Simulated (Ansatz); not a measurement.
# PtC (model cell, started as rocksalt type): a soft mode frozen in

Which phase does PtC (model cell, started as rocksalt type) fall into along its unstable mode, and how much energy does it gain?

Main program and level: Ansatz 0.2.0; DFT PBEsol, scalar-relativistic, plane waves, PAW.

Report form: the programs' logs are mostly left out.

The structure was built from a prototype and need not be the compound's stable phase.

## Step 1: Starting point

It takes space group Fm-3m (No. 225, cubic). Conventional cell: a = 4.417 Å, b = 4.417 Å, c = 4.417 Å, α = 90.00°, β = 90.00°, γ = 90.00°. Nearest to Pt lie 6 C at 2.21 Å. Nearest to C lie 6 Pt at 2.21 Å. Farther neighbours are not listed.

## Step 2: Response at finite wavevector

The cell comes from relaxations at this level that are not shown. Stability and thermal properties need the whole zone. Linear response on a 4×4×4 q mesh gives force constants as far as a supercell of that size would.

input.yaml

```yaml
crystal:
  lattice:
    - [0.0, 2.2083183167, 2.2083183167]
    - [2.2083183167, 0.0, 2.2083183167]
    - [2.2083183167, 2.2083183167, 0.0]
  atoms:
    - { symbol: Pt, position: [0.0, 0.0, 0.0] }
    - { symbol: C, position: [0.5, 0.5, 0.5] }
kpoints:
  mp_grid: { grid: [16, 16, 16] }
hamiltonian:
  xc: pbesol
scf:
  occupations: { method: methfessel_paxton, width: 0.2 }
output:
  eigenvalues: true
phonons:
  method: dfpt
  qmesh: [4, 4, 4]
  temperatures: { t_max: 1000, t_step: 50 }
  qpath:
    path:
      - [[0.0, 0.0, 0.0], [0.5, 0.0, 0.5], [0.625, 0.25, 0.625]]
      - [[0.375, 0.375, 0.75], [0.0, 0.0, 0.0], [0.5, 0.5, 0.5], [0.5, 0.25, 0.75], [0.5, 0.0, 0.5]]
    npoints: 10
```

Run with:

```console
> ansatz run input.yaml --threads 4 --pin off --max-ram 7168MiB --backend cpu --events-out ev --progress --plain --runs-dir out
```

Wall time 4.1 min (4 threads of Arm Neoverse V2, shared host); peak memory 3.2 GiB.

This step gave:

```yaml
volume_per_atom: 10.77 Å³
gap_on_the_k_mesh: 0 eV
sum_rule_residual_before_enforcement: 2.87e-5 eV/Å²
lowest_frequency_on_the_path: -543.7 cm⁻¹
point_group: m-3m
highest_frequency_on_the_path_or_at_a_solved_wavevector: 497.6 cm⁻¹
highest_optical_mode_at_the_zone_centre_no_lo_to_term: -543.7 cm⁻¹
lowest_optical_zone_centre_mode: -543.7 cm⁻¹
lowest_mode_on_the_q_mesh_acoustic_modes_at_gamma_apart: -543.7 cm⁻¹
```

Frequencies (cm⁻¹) solved at each irreducible wavevector; negative means imaginary. Frequencies by wavevector, by row:

```tsv
q in reciprocal lattice units	star	mode 1	mode 2	mode 3	mode 4	mode 5	mode 6
0 0 0	1	-543.7	-543.7	-543.7	0	0	0
0 0 0.25	8	-141.9	39.6	39.6	186.2	264.4	264.4
0 0 -0.5	4	100.1	100.1	122.8	430.1	430.1	473.1
0 0.25 0.25	6	-512	-512	31.2	31.2	94.1	407.6
0 0.25 -0.5	24	56.1	77.1	87	240.8	323.6	331.3
0 0.25 -0.25	12	-413.9	66	84.6	93.5	408.8	440.8
0 -0.5 -0.5	3	-478.7	-478.7	-409.8	-52.6	-52.6	194.6
0.25 -0.5 -0.25	6	-427	-427	42.9	79.3	79.3	416.7
```

Interpolated from a 4×4×4 q mesh. The phonon branches at the labelled points (cm⁻¹):

```tsv
point	branch 1	branch 2	branch 3	branch 4	branch 5	branch 6
Γ	-544	-544	-544	0	0	0
halfway	-512	-512	31	31	94	408
X	-479	-479	-410	-53	-53	195
halfway	-383	-374	-350	-8	14	176
U	-325	-90	-77	121	193	287
jump to K	-325	-90	-77	121	193	287
halfway	-424	65	68	85	365	368
Γ	-544	-544	-544	0	0	0
halfway	-142	40	40	186	264	264
L	100	100	123	430	430	473
halfway	70	83	101	268	280	498
W	-427	-427	43	79	79	417
halfway	-422	-376	-118	34	130	153
X	-479	-479	-410	-53	-53	195
```

Symmetry leaves 8 wavevectors to solve. The lowest mode among them, the acoustic zeros apart, lies at Γ and is imaginary, 543.7i cm⁻¹, so the energy falls along it.

## Step 3: The mode frozen in, largest atomic shift 0 Å

The mode followed lies at Γ with frequency 543.7i cm⁻¹ and is 3-fold degenerate, the softest among the wavevectors solved. At small amplitude the distorted cell has space group no. 107 by a symmetry search on the positions. The undistorted cell that holds it gives the zero of energy on the same k mesh.

input.yaml, the sections that differ from step 2:

```yaml
output:
  forces: true
  stress: true
  eigenvalues: true
# crystal, kpoints, hamiltonian, scf: as in step 2
# phonons: removed
```

Run time: 0.67 s. Hardware: 4 threads; peak memory 0.32 GiB.

Numbers from this step:

```yaml
pressure: 0.004271 GPa
energy_from_the_undistorted_cell: 0 meV/atom
```

The run ends at a pressure of 0.00 GPa.

## Step 4: The mode frozen in, largest atomic shift 0.22 Å

The atoms are moved along the unstable eigenvector, the largest shift by 0.22 Å, with the cell fixed.

input.yaml, the sections that differ from step 3:

```yaml
crystal:
  lattice:
    - [0.0, 2.2083183167, 2.2083183167]
    - [2.2083183167, 0.0, 2.2083183167]
    - [2.2083183167, 2.2083183167, 0.0]
  atoms:
    - { symbol: Pt, position: [-0.0030668217, 0.0030668217, -0.0030668217] }
    - { symbol: C, position: [0.5498116595, 0.4501883405, 0.5498116595] }
# kpoints, hamiltonian, scf, output: as in step 3
```

The job ended after 1.9 s (4 threads; peak memory 0.41 GiB).

Numbers from this step:

| Quantity | Value |
| --- | --- |
| pressure | 5.385 GPa |
| energy from the undistorted cell | -63.85 meV/atom |

The energy, extrapolated to zero smearing, is -63.85 meV/atom against the undistorted cell.

The run ends at a pressure of 5.39 GPa, with forces up to 0.21 eV/Å.

## Step 5: Energy along the mode, all amplitudes (two of the runs are shown above)

An imaginary frequency means negative curvature, so the energy should fall and then rise again as anharmonic terms take over.

Numbers from this step:

| Property | Result |
| --- | --- |
| depth at the lowest point sampled | 63.85 meV/atom |
| largest atomic shift at that point | 0.22 Å |

Energy from the parent against largest atomic shift:

```tsv
largest atomic shift (Å)	energy from the parent (meV/atom)
0.000	0
0.040	-5.51
0.080	-21.3
0.140	-49.0
0.220	-63.9
0.320	1.69
0.450	313
```

Displacement at unit largest shift by atom:

```tsv
atom	x (Å)	y (Å)	z (Å)	size
Pt1	0.00	-0.06	0.00	0.06
C2	0.00	1.00	0.00	1.00
```

The lowest of the steps tried is at 0.22 Å, 63.9 meV/atom below the parent; the bottom of the well need not coincide with a step.

## Step 6: Relaxing from the distorted cell

Starting from the lowest point found, all atoms and the cell are let go, so that strain and other modes of the same symmetry can join in.

input.yaml: that of step 4 with these lines changed.

```diff
@@ -18 +18,6 @@
   eigenvalues: true
+relax:
+  adjacent_minimum: "off"
+  f_tol: 0.002
+  max_steps: 120
+  cell: { stress_tol: 0.03 }
```

It took 28 s on 4 threads; peak memory 0.46 GiB; 1.8 min of CPU time.

The steps of the relaxation:

```tsv
step	energy less that of the first step (eV)	largest force component (eV/Å)	pressure (GPa)	volume (Å³)
1	0.0000	0.2066	5.39	21.54
2	-0.0579	0.0081	-1.16	22.08
3	-0.1328	0.0262	1.48	22.15
4	-0.1430	0.1708	2.08	22.43
5	-0.1386	0.3407	0.18	22.48
6	-0.1464	0.0476	0.41	22.52
7	-0.1487	0.0016	0.10	22.47
8	-0.1487	0.0000	0.00	22.48
9*	-0.1563	0.0097	0.43	22.48
10	-0.1566	0.0018	0.01	22.55
11	-0.1566	0.0001	0.01	22.55
12*	-0.1568	0.0002	0.01	22.55
```

Relaxation steps marked * repeat the geometry before them on a plane-wave basis chosen anew for their cell, so energy and pressure can jump there. Relaxation step 5 was tried and not accepted.

Forces are held to the 8 operations that the run works with; a distortion that breaks them can't arise in this run.

```tsv
cell as run	before	after	change
a (Å)	3.123	3.270	+4.7 %
b (Å)	3.123	3.016	-3.4 %
c (Å)	3.123	3.270	+4.7 %
α (°)	60.00	62.54	+4.2 %
β (°)	60.00	54.93	-8.5 %
γ (°)	60.00	62.54	+4.2 %
volume (Å³/atom)	10.77	11.28	+4.7 %
```

The atoms that moved most (Å, as changes of fractional coordinates times the final cell):

```tsv
atom	dx	dy	dz	length
Pt1	0.000	-0.081	0.000	0.081
C2	0.000	0.081	0.000	0.081
```

Final coordinates:

```xyz
2
Lattice="0.0000 2.4789 2.1328 2.1328 0.0000 2.1328 2.1328 2.4789 0.0000" Properties=species:S:1:pos:R:3 pbc="T T T"
Pt    0.0000   -0.0958    0.0000
C     2.1328    2.8065    2.1328
```

This step gave:

- pressure: 0.006026 GPa
- volume per atom: 11.28 Å³

The distorted start has space group I4mm; the relaxation ends in I4mm.

## Step 7: The new phase in its own primitive cell

The relaxed structure is symmetrised, reduced to its primitive cell and relaxed tightly, as its phonons need.

input.yaml, the sections that differ from step 6:

```yaml
crystal:
  lattice:
    - [-1.5081334498, 1.5081334498, 2.4789092138]
    - [1.5081334498, -1.5081334498, 2.4789092138]
    - [1.5081334498, 1.5081334498, -2.4789092138]
  atoms:
    - { symbol: Pt, position: [0.9806686254, 0.9806686254, 0.0] }
    - { symbol: C, position: [0.5660762124, 0.5660762124, 0.0] }
kpoints:
  mp_grid: { grid: [20, 20, 20] }
relax:
  adjacent_minimum: "off"
  f_tol: 0.001
  max_steps: 60
  cell: { stress_tol: 0.01 }
# hamiltonian, scf, output: as in step 6
```

It took 25 s on 4 threads; peak memory 0.57 GiB; 96 s of CPU time.

Step by step:

```tsv
step	energy less that of the first step (eV)	largest force component (eV/Å)	pressure (GPa)	volume (Å³)
1	0.0000	0.0432	-0.03	22.55
2	-0.0001	0.0201	0.04	22.53
3	-0.0001	0.0005	-0.07	22.54
4	-0.0002	0.0007	0.06	22.53
5	-0.0002	0.0000	0.00	22.53
6*	-0.0001	0.0000	0.00	22.53
```

Relaxation steps marked * repeat the geometry before them on a plane-wave basis chosen anew for their cell, so energy and pressure can jump there.

The run keeps the 8 symmetry operations that it works with, so distortions that break them were not tested.

```tsv
conventional cell, symmetrised	before	after	change
a (Å)	3.016	3.017	+0.0 %
b (Å)	3.016	3.017	+0.0 %
c (Å)	4.958	4.951	-0.1 %
volume (Å³/atom)	11.28	11.27	-0.1 %
```

Final coordinates:

```xyz
2
Lattice="-1.5084 1.5084 2.4756 1.5084 -1.5084 2.4756 1.5084 1.5084 -2.4756" Properties=species:S:1:pos:R:3 pbc="T T T"
Pt    0.0000    0.0000    4.8585
C     0.0000    0.0000    2.7999
```

Numbers from this step:

```yaml
pressure: -0.001349 GPa
volume_per_atom: 11.27 Å³
```

The largest force component left is 0.028 meV/Å and the pressure is -0.001 GPa, within the tolerances set. The cell now holds 11.27 Å³/atom.

## Step 8: Modes of the new phase, k-mesh 20×20×20

A relaxed structure may still be a saddle point, so its zone-centre modes are computed. No field response is asked, since the mesh shows no gap.

input.yaml, the sections that differ from step 7:

```yaml
crystal:
  lattice:
    - [-1.5083857742, 1.5083857742, 2.4756483698]
    - [1.5083857742, -1.5083857742, 2.4756483698]
    - [1.5083857742, 1.5083857742, -2.4756483698]
  atoms:
    - { symbol: Pt, position: [0.9812493646, 0.9812493646, 0.0] }
    - { symbol: C, position: [0.5654954732, 0.5654954732, 0.0] }
output:
  eigenvalues: true
phonons:
  method: dfpt
# kpoints, hamiltonian, scf: as in step 7
# relax: removed
```

It took 43 s on 4 threads; peak memory 1.3 GiB; 2.7 min of CPU time.

This step gave:

* sum-rule residual before enforcement: 1.43e-4 eV/Å²
* point group: 4mm
* highest optical mode at the zone centre (no LO-TO term): 503.1 cm⁻¹
* lowest optical zone-centre mode: 88.32 cm⁻¹

Patterns of degenerate modes are one choice out of their space. Modes at Γ, with each element's share of the kinetic energy:

```tsv
mode	frequency (cm⁻¹)	symmetry	Pt %	C %
1	0.0	acoustic	94	6
2	0.0	acoustic	94	6
3	0.0	acoustic	94	6
4	88.3	E	6	94
5	88.3	E	6	94
6	503.1	A1	6	94
```

Displacements in mode 4 (88.3 cm⁻¹), the largest set to 1:
```
Pt1 -0.06  0.00  0.00
C2   1.00  0.00  0.00
```

Displacements in mode 6 (503.1 cm⁻¹), the largest set to 1:
```
Pt1  0.00  0.00 -0.06
C2   0.00  0.00  1.00
```

Before it was imposed, the acoustic sum rule was missed by 1.4e-4 eV/Å². Small misses are needed for a sound result but don't prove that mesh and cutoff are converged. The lowest optical mode is real, 88.3 cm⁻¹.

## Step 9: What came out

```
unstable mode of the parent                                                      : q = (0, 0, 0), 544i cm⁻¹
depth at the lowest point sampled                                                : 63.9 meV/atom
largest atomic shift at that point                                               : 0.22 Å
space group reached (within 0.01 Å)                                              : I4mm
energy gained over the parent (first relaxation, on the mesh of the frozen mode) : 142 meV/atom
volume per atom, phase reached                                                   : 11.3 Å³
lowest optical zone-centre mode, phase reached                                   : 88.3 cm⁻¹
highest optical mode at the zone centre (no LO-TO term), phase reached           : 503 cm⁻¹
```

Along this mode the structure falls into I4mm, 142 meV/atom below the parent. At the parent's cell the well is 63.85 meV/atom deep on the steps tried, with its lowest point at a shift of 0.22 Å. Relaxing atoms and cell changes the gain by +78.33 meV/atom against the lowest step (energies at zero smearing). The new phase has no imaginary mode at the zone centre of its cell; other wavevectors were not checked. Of the 6 patterns followed to their end from this parent, this one ends 385 meV/atom above the lowest, F-43m. Each path keeps the symmetry of its pattern, so a lower phase may lie along a pattern not tried. With no gap, or one that is small against the smearing, the frequencies hang on the k mesh and the smearing, most of all near Kohn anomalies. Spin-orbit coupling is left out, which can matter for the heavy elements here. The starting cell was built on a prototype and not taken from a measurement, so the phase need not exist.

[Logs are printed without paths, hosts, clocks, repeated set-up lines and the standing remarks that a program may print on its own settings, such as how far it seeks lower states.]

[Hosts, paths, dates, database ids (printed as entryN), source tags and the programs' standing remarks are cut or masked in the printed files.]
